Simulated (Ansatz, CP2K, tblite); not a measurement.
**A faulty CP2K run on amorphous Hg30Se17S13 (60 atoms)**

Program: CP2K 2026.2, a calculation on a cell of 30 Hg, 17 Se and 13 S, 28.4 Å³ an atom.

File input.inp:

```
&GLOBAL
  PROJECT cell
  RUN_TYPE ENERGY_FORCE
  PRINT_LEVEL LOW
&END GLOBAL
&FORCE_EVAL
  METHOD QS
  STRESS_TENSOR ANALYTICAL
  &DFT
    BASIS_SET_FILE_NAME BASIS_MOLOPT
    POTENTIAL_FILE_NAME GTH_POTENTIALS
    &MGRID
      CUTOFF 600
      REL_CUTOFF 60
      NGRIDS 5
    &END MGRID
    &QS
      EPS_DEFAULT 1.0E-12
    &END QS
    &SCF
      SCF_GUESS ATOMIC
      EPS_SCF 1.0E-06
      MAX_SCF 50
      &DIAGONALIZATION
        ALGORITHM STANDARD
      &END DIAGONALIZATION
      &SMEAR ON
        METHOD FERMI_DIRAC
        ELECTRONIC_TEMPERATURE [K] 580
      &END SMEAR
      &MIXING
        METHOD BROYDEN_MIXING
        ALPHA 0.3
        NBROYDEN 8
      &END MIXING
      &PRINT
        &RESTART OFF
        &END RESTART
      &END PRINT
    &END SCF
    &XC
      &XC_FUNCTIONAL PBE
      &END XC_FUNCTIONAL
    &END XC
    &PRINT
      &MULLIKEN ON
      &END MULLIKEN
      &HIRSHFELD ON
        SHAPE_FUNCTION DENSITY
      &END HIRSHFELD
      &MO ON
        EIGENVALUES T
        OCCUPATION_NUMBERS T
        MO_INDEX_RANGE 259 270
        &EACH
          QS_SCF 0
        &END EACH
        ADD_LAST NUMERIC
      &END MO
    &END PRINT
  &END DFT
  &SUBSYS
    &CELL
      A 11.94880 0.00000 0.00000
      B 0.00000 11.94880 0.00000
      C 0.00000 0.00000 11.94880
    &END CELL
    &TOPOLOGY
      COORD_FILE_NAME structure.xyz
      COORD_FILE_FORMAT XYZ
    &END TOPOLOGY
    &KIND Hg
      BASIS_SET DZVP-MOLOPT-SR-GTH-q12
      POTENTIAL GTH-PBE-q12
    &END KIND
    &KIND Se
      BASIS_SET DZVP-MOLOPT-SR-GTH-q6
      POTENTIAL GTH-PBE-q6
    &END KIND
    &KIND S
      BASIS_SET DZVP-MOLOPT-SR-GTH-q6
      POTENTIAL GTH-PBE-q6
    &END KIND
  &END SUBSYS
  &PRINT
    &FORCES ON
    &END FORCES
    &STRESS_TENSOR ON
    &END STRESS_TENSOR
  &END PRINT
&END FORCE_EVAL
```

File structure.xyz:

```xyz
60

Hg 4.26978 6.40826 9.06161
Hg 10.37156 6.07740 2.89746
Hg 0.63388 10.43405 2.66960
Hg 2.65682 7.97642 5.21888
Hg 3.86962 4.42846 3.75945
Hg 9.75584 6.10309 11.41971
Hg 5.49466 0.83259 8.24527
Hg 9.42999 0.91755 8.75441
Hg 5.17383 10.97951 11.69071
Hg 0.67594 4.05578 10.63288
[... 46 atom lines left out ...]
S 1.74058 5.44841 2.42800
S 11.37550 4.37290 1.04014
S 0.21603 6.97547 4.88252
S 7.41805 0.18664 0.09953
```

The run is started by

```bash
$ OMP_NUM_THREADS=2 cp2k.psmp -i input.inp > output.txt
```

The log of the run:

```text
CP2K| version string:                                       CP2K version 2026.2
 CP2K| Input file name                                                 input.inp
 GLOBAL| Basis set file name                                        BASIS_MOLOPT
 GLOBAL| Potential file name                                      GTH_POTENTIALS
 GLOBAL| Run type                                                   ENERGY_FORCE
 GLOBAL| Total number of message passing processes                             1
 GLOBAL| Number of threads for this process                                    2
 *   ___                                                                       *
 *  /   \                                                                      *
 * [ABORT]                                                                     *
 *  \___/             Extra MOs (ADDED_MOS) are required for smearing          *
 *    |                                                                        *
 *  O/|                                                                        *
 * /| |                                                                        *
```

Run time: 0.71 s. Hardware: 2 threads of Arm Neoverse V1, shared host; peak memory 0.15 GiB; 0.71 s of CPU time.

Banners, paths, timers and routine set-up lines are dropped from the logs unmarked, and long logs keep their key lines alone; longer cuts are marked.

**Question.** Which part of the input is at fault, and how is it mended?

Smearing without added orbitals: added orbitals 0. Mend: give ADDED_MOS, enough empty orbitals to hold the smearing.

The program stopped at the start.

[Also dropped from logs without a mark: logging warnings of Python, and SIESTA's first energy breakdown and zero terms.]

[Logs are printed without paths, hosts, clocks, repeated set-up lines and the standing remarks that a program may print on its own settings, such as how far it seeks lower states.]

[Hosts, paths, dates, database ids (printed as entryN), source tags and the programs' standing remarks are cut or masked in the printed files.]
